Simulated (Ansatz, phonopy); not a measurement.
# How CeO2 (Fm-3m) expands on warming

How much does CeO2 expand with temperature?

Program: Ansatz 0.2.0. Level of theory: DFT PBEsol, scalar-relativistic, plane waves, PAW. Values are calculated unless marked as measured.

This is a report of a sequence of runs, with the program logs left out and the cost of each run kept.

### Step 1. The structure

It takes space group Fm-3m (No. 225, cubic). Conventional cell: a = 5.407 Å, b = 5.407 Å, c = 5.407 Å, α = 90.00°, β = 90.00°, γ = 90.00°. Nearest to Ce lie 8 O at 2.34 Å. O has 4 Ce at 2.34 Å nearest. Farther neighbours, and contacts between anions beyond the nearest, are not listed.

Coordinates:

```cif
data_structure
_symmetry_space_group_name_H-M 'Fm-3m'
_symmetry_Int_Tables_number 225
_cell_length_a 5.4073
_cell_length_b 5.4073
_cell_length_c 5.4073
_cell_angle_alpha 90.000
_cell_angle_beta 90.000
_cell_angle_gamma 90.000
_cell_volume 158.10
loop_
_atom_site_label
_atom_site_type_symbol
_atom_site_symmetry_multiplicity
_atom_site_Wyckoff_symbol
_atom_site_fract_x
_atom_site_fract_y
_atom_site_fract_z
_atom_site_occupancy
Ce1 Ce 4 a 0.00000 0.00000 0.00000 1
O1 O 8 c 0.25000 0.75000 0.75000 1
```

### Step 2. A first coarse run

A cheap single point shows whether the cell is a metal or an insulator and how far it is from rest; that sets the k-mesh and the occupations of what follows.

Contents of input.yaml:

```yaml
crystal:
  lattice:
    - [0.0, 2.70365, 2.70365]
    - [2.70365, 0.0, 2.70365]
    - [2.70365, 2.70365, 0.0]
  atoms:
    - { symbol: Ce, position: [0.0, 0.0, 0.0] }
    - { symbol: O, position: [0.25, 0.25, 0.25] }
    - { symbol: O, position: [0.75, 0.75, 0.75] }
kpoints:
  mp_grid: { grid: [6, 6, 6] }
hamiltonian:
  xc: pbesol
scf:
  occupations: { method: gaussian, width: 0.1 }
output:
  forces: true
  stress: true
  eigenvalues: true
```

Run with:

```console
$ ansatz run input.yaml --threads 4 --pin off --max-ram 16384MiB --backend cpu --events-out ev --progress --plain --runs-dir out
```

Elapsed: 0.48 s, on 4 threads of Arm Neoverse V2, shared host; peak memory 0.3 GiB.

Read from the output:

```
pressure          : -0.9767 GPa
gap on the k-mesh : 2.096 eV
volume per atom   : 13.18 Å³
```

The start is under -0.98 GPa at this level and looks like an insulator or semiconductor on this mesh.

### Step 3. Relaxation

Phonons are second derivatives about a minimum, so cell and atoms are relaxed first, inside the symmetry of the start.

input.yaml, the sections that differ from step 2:

```yaml
kpoints:
  mp_grid: { grid: [10, 10, 10] }
scf:
  occupations: { method: gaussian, width: 0.02 }
relax:
  adjacent_minimum: "off"
  f_tol: 0.005
  max_steps: 80
  cell: { stress_tol: 0.05 }
# crystal, hamiltonian, output: as in step 2
```

The job ended after 2.9 s (4 threads; peak memory 0.36 GiB; 10 s of CPU time).

Step by step:

| step | energy less that of the first step (eV) | largest force component (eV/Å) | pressure (GPa) | volume (Å³) |
| --- | --- | --- | --- | --- |
| 1 | 0.0000 | 0.0000 | -0.98 | 39.53 |
| 2 | -0.0016 | 0.0000 | 0.75 | 39.18 |
| 3 | -0.0014 | 0.0000 | 0.00 | 39.33 |
| 4* | -0.0006 | 0.0000 | -0.04 | 39.33 |

Relaxation steps marked * repeat the geometry before them on a plane-wave basis chosen anew for their cell, so energy and pressure can jump there.

The run keeps the 48 symmetry operations that the program found, so distortions that break them were not tested.

| conventional cell, symmetrised | before | after | change |
| --- | --- | --- | --- |
| a (Å) | 5.407 | 5.398 | -0.2 % |
| b (Å) | 5.407 | 5.398 | -0.2 % |
| c (Å) | 5.407 | 5.398 | -0.2 % |
| volume (Å³/atom) | 13.18 | 13.11 | -0.5 % |

Final coordinates:

```xyz
3
Lattice="0.0000 2.6992 2.6992 2.6992 0.0000 2.6992 2.6992 2.6992 0.0000" Properties=species:S:1:pos:R:3 pbc="T T T"
Ce    0.0000    0.0000    0.0000
O     1.3496    1.3496    1.3496
O     4.0488    4.0488    4.0488
```

Numbers from this step:

- pressure: -0.03744 GPa
- gap on the k-mesh: 2.016 eV
- volume per atom: 13.11 Å³

The cell shrank by 0.5 % in volume.

### Step 4. Tight relaxation

The thresholds are tightened for a last relaxation ahead of the phonons.

Contents of input.yaml:

```yaml
crystal:
  lattice:
    - [0.0, 2.6991871995, 2.6991871995]
    - [2.6991871995, 0.0, 2.6991871995]
    - [2.6991871995, 2.6991871995, 0.0]
  atoms:
    - { symbol: Ce, position: [0.0, 0.0, 0.0] }
    - { symbol: O, position: [0.25, 0.25, 0.25] }
    - { symbol: O, position: [0.75, 0.75, 0.75] }
kpoints:
  mp_grid: { grid: [12, 12, 12] }
hamiltonian:
  xc: pbesol
scf:
  occupations: { method: fixed }
output:
  forces: true
  stress: true
  eigenvalues: true
relax:
  adjacent_minimum: "off"
  f_tol: 0.001
  max_steps: 60
  cell: { stress_tol: 0.01 }
```

It took 3.4 s on 4 threads; peak memory 0.37 GiB.

Little changed from the start: no atom moved by 0.005 Å and no cell edge by 0.1 %.

This step gave:

| Quantity | Value |
| --- | --- |
| pressure | -0.001344 GPa |
| gap on the k-mesh | 1.994 eV |

The residual pressure is -0.0013 GPa, small enough for phonons.

### Step 5. Phonons on strained cells

The study relaxes the crystal at several strains, solves the phonons on some of them and minimises energy plus vibrational free energy at each temperature; the q-mesh sets how far the force constants reach.

Contents of input.yaml:

```yaml
crystal:
  lattice:
    - [0.0, 2.6990173389, 2.6990173389]
    - [2.6990173389, 0.0, 2.6990173389]
    - [2.6990173389, 2.6990173389, 0.0]
  atoms:
    - { symbol: Ce, position: [0.0, 0.0, 0.0] }
    - { symbol: O, position: [0.25, 0.25, 0.25] }
    - { symbol: O, position: [0.75, 0.75, 0.75] }
kpoints:
  mp_grid: { grid: [12, 12, 12] }
hamiltonian:
  xc: pbesol
scf:
  occupations: { method: fixed }
output:
  eigenvalues: true
phonons:
  method: fd
  qmesh: [2, 2, 2]
  temperatures: { t_max: 1200.0, t_step: 50 }
  thermal_expansion: {}
```

The job ended after 12 min (4 threads; peak memory 1.1 GiB).

This step gave:

| Property | Result |
| --- | --- |
| pressure | -0.02021 GPa |
| volume expansion coefficient at 298 K | 33.51 1e-6/K |
| C_P at 298 K | 21.23 J/mol-atom/K |
| entropy at 298 K | 21.75 J/mol-atom/K |
| isothermal bulk modulus at 298 K | 177.4 GPa |
| Grüneisen parameter at 298 K | 2.290 |
| volume at 298 K | 13.27 Å³/atom |
| principal linear expansion coefficients at 298 K | 11.17, 11.17, 11.17 1e-6/K |

Strained cells of the study; zero-point energy where phonons were solved; the pressures are stresses at the typed cutoff and can carry an offset from the finite basis. Expansion cells, by row:

| cell | \|a\| (Å) | \|b\| (Å) | \|c\| (Å) | V (Å³/atom) | E - E_lowest (meV/atom) | pressure, compression positive (GPa) | gap (eV) | zero-point energy (meV/atom) |
| --- | --- | --- | --- | --- | --- | --- | --- | --- |
| 1 | 3.817 | 3.817 | 3.817 | 13.11 | 0 | -0.04 | 1.994 | - |
| 2 | 3.848 | 3.848 | 3.848 | 13.42 | 4.445 | -4.394 | 1.925 | - |
| 3 | 3.787 | 3.787 | 3.787 | 12.8 | 4.539 | 4.801 | 2.063 | - |
| 4 | 3.817 | 3.817 | 3.817 | 13.11 | 0 | -0.064 | 1.994 | 55.81 |
| 5 | 3.836 | 3.836 | 3.836 | 13.31 | 1.793 | -2.843 | 1.95 | 54.2 |
| 6 | 3.858 | 3.858 | 3.858 | 13.53 | 7.918 | -5.773 | 1.902 | 52.38 |
| 7 | 3.879 | 3.879 | 3.879 | 13.75 | 17.5 | -8.327 | 1.856 | 50.65 |
| 8 | 3.899 | 3.899 | 3.899 | 13.97 | 30.64 | -10.69 | 1.81 | 48.9 |
| 9 | 3.779 | 3.779 | 3.779 | 12.72 | 7.101 | 6.074 | 2.08 | - |
| 10 | 3.798 | 3.798 | 3.798 | 12.91 | 1.727 | 2.905 | 2.037 | - |
| 11 | 3.93 | 3.93 | 3.93 | 14.31 | 56.64 | -13.91 | 1.743 | - |

Quasi-harmonic; a, b, c are the run's own cell vectors. Expansion, by row:

| T (K) | a (Å) | b (Å) | c (Å) | alpha (deg) | beta (deg) | gamma (deg) | cell volume (Å³/cell) | alpha_a (1e-6/K) | alpha_b (1e-6/K) | alpha_c (1e-6/K) | alpha_V (1e-6/K) | C_P (J/mol-atom/K) | C_V (J/mol-atom/K) | S (J/mol-atom/K) | B_T (GPa) | B_S (GPa) | Grueneisen | extrapolation | fit error (1e-6/K) |
| --- | --- | --- | --- | --- | --- | --- | --- | --- | --- | --- | --- | --- | --- | --- | --- | --- | --- | --- | --- |
| 0 | 3.826 | 3.826 | 3.826 | 60 | 60 | 60 | 39.59 | 0 | 0 | 0 | 0 | 0 | 0 | 0 | 187.5 | 187.5 | - | 0 | 0 |
| 50 | 3.826 | 3.826 | 3.826 | 60 | 60 | 60 | 39.59 | 1.54 | 1.54 | 1.54 | 4.61 | 2.813 | 2.812 | 1.039 | 187.3 | 187.4 | 2.441 | 0 | 0.01 |
| 100 | 3.826 | 3.826 | 3.826 | 60 | 60 | 60 | 39.61 | 4.99 | 4.99 | 4.99 | 14.96 | 8.913 | 8.88 | 4.877 | 186.2 | 186.9 | 2.494 | 0 | 0.01 |
| 150 | 3.828 | 3.828 | 3.828 | 60 | 60 | 60 | 39.65 | 7.54 | 7.54 | 7.54 | 22.61 | 13.91 | 13.8 | 9.489 | 184.3 | 185.8 | 2.404 | 0 | 0.02 |
| 200 | 3.829 | 3.829 | 3.829 | 60 | 60 | 60 | 39.7 | 9.22 | 9.22 | 9.22 | 27.66 | 17.38 | 17.16 | 14 | 182.2 | 184.5 | 2.34 | 0 | 0.04 |
| 250 | 3.831 | 3.831 | 3.831 | 60 | 60 | 60 | 39.76 | 10.36 | 10.36 | 10.36 | 31.09 | 19.7 | 19.35 | 18.14 | 179.8 | 183.1 | 2.306 | 0 | 0.06 |
| 298.1 | 3.833 | 3.833 | 3.833 | 60 | 60 | 60 | 39.82 | 11.17 | 11.17 | 11.17 | 33.51 | 21.23 | 20.75 | 21.75 | 177.4 | 181.5 | 2.29 | 0 | 0.07 |
| 300 | 3.833 | 3.833 | 3.833 | 60 | 60 | 60 | 39.82 | 11.2 | 11.2 | 11.2 | 33.59 | 21.27 | 20.79 | 21.88 | 177.3 | 181.4 | 2.29 | 0 | 0.07 |
| 350 | 3.835 | 3.835 | 3.835 | 60 | 60 | 60 | 39.89 | 11.85 | 11.85 | 11.85 | 35.56 | 22.39 | 21.77 | 25.25 | 174.7 | 179.7 | 2.285 | 0 | 0.07 |
| 400 | 3.838 | 3.838 | 3.838 | 60 | 60 | 60 | 39.96 | 12.41 | 12.41 | 12.41 | 37.23 | 23.22 | 22.45 | 28.3 | 171.9 | 177.8 | 2.287 | 0 | 0.06 |
| 450 | 3.84 | 3.84 | 3.84 | 60 | 60 | 60 | 40.04 | 12.91 | 12.91 | 12.91 | 38.73 | 23.86 | 22.95 | 31.07 | 169.1 | 175.8 | 2.294 | 0 | 0.05 |
| 500 | 3.843 | 3.843 | 3.843 | 60 | 60 | 60 | 40.12 | 13.39 | 13.39 | 13.39 | 40.16 | 24.39 | 23.31 | 33.61 | 166.1 | 173.8 | 2.304 | 0 | 0.04 |
| 550 | 3.845 | 3.845 | 3.845 | 60 | 60 | 60 | 40.2 | 13.85 | 13.85 | 13.85 | 41.56 | 24.84 | 23.59 | 35.96 | 162.9 | 171.6 | 2.317 | 0 | 0.03 |
| 600 | 3.848 | 3.848 | 3.848 | 60 | 60 | 60 | 40.29 | 14.33 | 14.33 | 14.33 | 42.99 | 25.24 | 23.8 | 38.14 | 159.7 | 169.3 | 2.333 | 0 | 0.05 |
| 650 | 3.851 | 3.851 | 3.851 | 60 | 60 | 60 | 40.37 | 14.82 | 14.82 | 14.82 | 44.47 | 25.6 | 23.97 | 40.17 | 156.3 | 167 | 2.35 | 0 | 0.08 |
| 700 | 3.854 | 3.854 | 3.854 | 60 | 60 | 60 | 40.47 | 15.34 | 15.34 | 15.34 | 46.02 | 25.95 | 24.11 | 42.08 | 152.8 | 164.5 | 2.37 | 0 | 0.12 |
| 750 | 3.857 | 3.857 | 3.857 | 60 | 60 | 60 | 40.56 | 15.9 | 15.9 | 15.9 | 47.69 | 26.29 | 24.22 | 43.88 | 149.2 | 161.9 | 2.392 | 0 | 0.17 |
| 800 | 3.86 | 3.86 | 3.86 | 60 | 60 | 60 | 40.66 | 16.49 | 16.49 | 16.49 | 49.48 | 26.63 | 24.31 | 45.59 | 145.4 | 159.3 | 2.415 | 0 | 0.21 |
| 850 | 3.863 | 3.863 | 3.863 | 60 | 60 | 60 | 40.76 | 17.15 | 17.15 | 17.15 | 51.45 | 26.99 | 24.39 | 47.22 | 141.4 | 156.5 | 2.441 | 0 | 0.25 |
| 900 | 3.866 | 3.866 | 3.866 | 60 | 60 | 60 | 40.87 | 17.87 | 17.87 | 17.87 | 53.61 | 27.36 | 24.45 | 48.77 | 137.3 | 153.6 | 2.469 | 0 | 0.28 |
| 950 | 3.87 | 3.87 | 3.87 | 60 | 60 | 60 | 40.98 | 18.67 | 18.67 | 18.67 | 56.01 | 27.76 | 24.5 | 50.26 | 132.9 | 150.6 | 2.5 | 0 | 0.27 |
| 1000 | 3.874 | 3.874 | 3.874 | 60 | 60 | 60 | 41.1 | 19.57 | 19.57 | 19.57 | 58.7 | 28.2 | 24.55 | 51.7 | 128.4 | 147.5 | 2.533 | 0 | 0.22 |
| 1050 | 3.877 | 3.877 | 3.877 | 60 | 60 | 60 | 41.22 | 20.58 | 20.58 | 20.58 | 61.75 | 28.68 | 24.59 | 53.08 | 123.6 | 144.2 | 2.569 | 0 | 0.11 |
| 1100 | 3.882 | 3.882 | 3.882 | 60 | 60 | 60 | 41.35 | 21.75 | 21.75 | 21.75 | 65.24 | 29.23 | 24.62 | 54.43 | 118.6 | 140.8 | 2.609 | 0 | 0.25 |
| 1150 | 3.886 | 3.886 | 3.886 | 60 | 60 | 60 | 41.49 | 23.09 | 23.09 | 23.09 | 69.28 | 29.86 | 24.65 | 55.74 | 113.3 | 137.2 | 2.652 | 0 | 0.78 |
| 1200 | 3.891 | 3.891 | 3.891 | 60 | 60 | 60 | 41.64 | 24.68 | 24.68 | 24.68 | 74.03 | 30.6 | 24.68 | 57.03 | 107.7 | 133.5 | 2.7 | 0 | 1.75 |

Expansion coefficient against temperature; values in 1e-6/K:

| temperature (K) | volume | principal 1 |
| --- | --- | --- |
| 0 | 0 | 0 |
| 50 | 4.61 | 1.54 |
| 100 | 15.0 | 4.99 |
| 200 | 27.7 | 9.22 |
| 250 | 31.1 | 10.4 |
| 298 | 33.5 | 11.2 |
| 300 | 33.6 | 11.2 |
| 350 | 35.6 | 11.8 |
| 450 | 38.7 | 12.9 |
| 500 | 40.2 | 13.4 |
| 550 | 41.6 | 13.8 |
| 600 | 43.0 | 14.3 |
| 650 | 44.5 | 14.8 |
| 700 | 46.0 | 15.3 |
| 800 | 49.5 | 16.5 |
| 850 | 51.5 | 17.1 |
| 900 | 53.6 | 17.9 |
| 950 | 56.0 | 18.7 |
| 1000 | 58.7 | 19.6 |
| 1100 | 65.2 | 21.8 |
| 1150 | 69.3 | 23.1 |
| 1200 | 74.0 | 24.7 |

At 298 K the volume expansion is 33.5 × 10⁻⁶/K and B_T is 177 GPa. The log warns that this q-mesh is too narrow, so the figure can be far off. The program raised the cutoff to 487.2 eV by itself: with no cutoff typed, the study takes about 1.16 times the default for its relaxations and scales it with the volume for the phonons.

### Step 6. Free-energy fit

This step: DFT PBEsol, scalar-relativistic, plane waves, PAW (phonopy 4.10.0).

This step gave:

| Property | Result |
| --- | --- |
| volume expansion coefficient at 300 K | 33.49 1e-6/K |
| isothermal bulk modulus at 300 K | 177.4 GPa |
| C_P at 300 K | 21.30 J/mol-atom/K |
| Grüneisen parameter at 300 K | 2.283 |

Table of energy (each curve on its own zero) by volume; values in meV/atom:

| volume (Å³/atom) | static | F at 0 K | F at 300 K | F at 1200 K |
| --- | --- | --- | --- | --- |
| 13.109 | 0 | 3.42 | 6.52 | 23.1 |
| 13.307 | 1.79 | 3.61 | 5.4 | 14.7 |
| 13.535 | 7.92 | 7.91 | 8.07 | 8.59 |
| 13.752 | 17.5 | 15.8 | 14.2 | 5.83 |
| 13.974 | 30.6 | 27.1 | 23.6 | 5.62 |

Phonopy-qha, vinet fit of F(V) at each temperature. Qha vinet, by row:

| T (K) | fitted volume (Å³/atom) | alpha_V (1e-6/K) | B_T (GPa) | C_P (J/mol-atom/K) | Grueneisen |
| --- | --- | --- | --- | --- | --- |
| 100 | 13.2 | 14.47 | 186.2 | 8.687 | 2.413 |
| 150 | 13.22 | 22.18 | 184.4 | 13.8 | 2.358 |
| 200 | 13.23 | 27.39 | 182.2 | 17.35 | 2.318 |
| 250 | 13.25 | 30.93 | 179.9 | 19.7 | 2.294 |
| 300 | 13.27 | 33.49 | 177.4 | 21.3 | 2.283 |
| 350 | 13.3 | 35.49 | 174.7 | 22.42 | 2.281 |
| 400 | 13.32 | 37.19 | 171.9 | 23.25 | 2.284 |
| 450 | 13.35 | 38.71 | 169.1 | 23.89 | 2.292 |
| 500 | 13.37 | 40.15 | 166.1 | 24.42 | 2.303 |
| 550 | 13.4 | 41.57 | 162.9 | 24.86 | 2.317 |
| 600 | 13.43 | 43.01 | 159.7 | 25.26 | 2.333 |
| 650 | 13.46 | 44.5 | 156.2 | 25.62 | 2.351 |
| 700 | 13.49 | 46.07 | 152.7 | 25.97 | 2.371 |
| 750 | 13.52 | 47.76 | 149 | 26.31 | 2.393 |
| 800 | 13.55 | 49.57 | 145.2 | 26.65 | 2.417 |
| 850 | 13.59 | 51.55 | 141.2 | 27.01 | 2.443 |
| 900 | 13.62 | 53.72 | 137.1 | 27.38 | 2.472 |
| 950 | 13.66 | 56.13 | 132.8 | 27.78 | 2.503 |
| 1000 | 13.7 | 58.8 | 128.4 | 28.22 | 2.537 |
| 1050 | 13.74 | 61.8 | 123.7 | 28.7 | 2.573 |
| 1100 | 13.78 | 65.19 | 118.9 | 29.24 | 2.613 |
| 1150 | 13.83 | 69.05 | 113.9 | 29.85 | 2.657 |

The volume expansion coefficient by temperature; values in 1e-6/K:

| temperature (K) | phonopy-qha, Vinet | Ansatz's own study |
| --- | --- | --- |
| 100 | 14.5 | 15.0 |
| 150 | 22.2 | 22.6 |
| 200 | 27.4 | 27.7 |
| 250 | 30.9 | 31.1 |
| 300 | 33.5 | 33.6 |
| 350 | 35.5 | 35.6 |
| 400 | 37.2 | 37.2 |
| 450 | 38.7 | 38.7 |
| 500 | 40.1 | 40.2 |
| 550 | 41.6 | 41.6 |
| 600 | 43.0 | 43.0 |
| 650 | 44.5 | 44.5 |
| 700 | 46.1 | 46.0 |
| 750 | 47.8 | 47.7 |
| 800 | 49.6 | 49.5 |
| 850 | 51.5 | 51.5 |
| 900 | 53.7 | 53.6 |
| 950 | 56.1 | 56.0 |
| 1000 | 58.8 | 58.7 |
| 1050 | 61.8 | 61.8 |
| 1100 | 65.2 | 65.2 |
| 1150 | 69.0 | 69.3 |

The fit gives a volume expansion of 33.5 × 10⁻⁶/K at 300 K, against 33.5 at 298 K from the study's own fit of the same cells.

### Step 7. Summary of results

```yaml
settings_of_these_figures: PBEsol, 487.2 eV, k 12×12×12, q 2×2×2
volume_expansion_coefficient_at_298_k: 33.51 1e-6/K
c_p_at_298_k: 21.23 J/mol-atom/K
entropy_at_298_k: 21.75 J/mol-atom/K
isothermal_bulk_modulus_at_298_k: 177.4 GPa
grueneisen_parameter_at_298_k: 2.290
volume_at_298_k: 13.27 Å³/atom
principal_linear_expansion_coefficients_at_298_k: 11.17, 11.17, 11.17 1e-6/K
```

What this shows: Near room temperature CeO2 expands by 33.5 × 10⁻⁶/K in volume at this level, with C_P = 21.2 J/(mol K) per mole of atoms and B_T = 177 GPa. The q-mesh is coarse, and the expansion converges slowly with it. Between 298.15 and 1200 K the bulk modulus falls by 39 % and the Grüneisen parameter grows; in this range the quasi-harmonic approximation, which lacks anharmonicity at fixed volume, tends to overshoot. C_P at room temperature is 85 % of the classical 3R an atom, so the stiffest modes are still partly frozen out. The program warned that the q-mesh is narrow for a crystal with a gap, so the expansion can be far off. The interpolation has no quadrupole term, so branches near the zone centre are less sure, since some sites of this crystal are not centres of inversion.

[Long decimals in the printed logs are rounded to 6 places.]

[Logs are printed without paths, hosts, clocks, repeated set-up lines and the standing remarks that a program may print on its own settings, such as how far it seeks lower states.]

[Hosts, paths, dates, database ids (printed as entryN), source tags and the programs' standing remarks are cut or masked in the printed files.]

[Where the starting crystal was built by hand or by swapping elements, it need not be the compound's stable phase.]

[A step with changed settings may run another functional than the one named; its input shows which.]

[Pressures of single members of a volume series are the stress at the run's cutoff; with an incomplete basis they can lie off −dE/dV of the same runs, and they are not shown converged.]
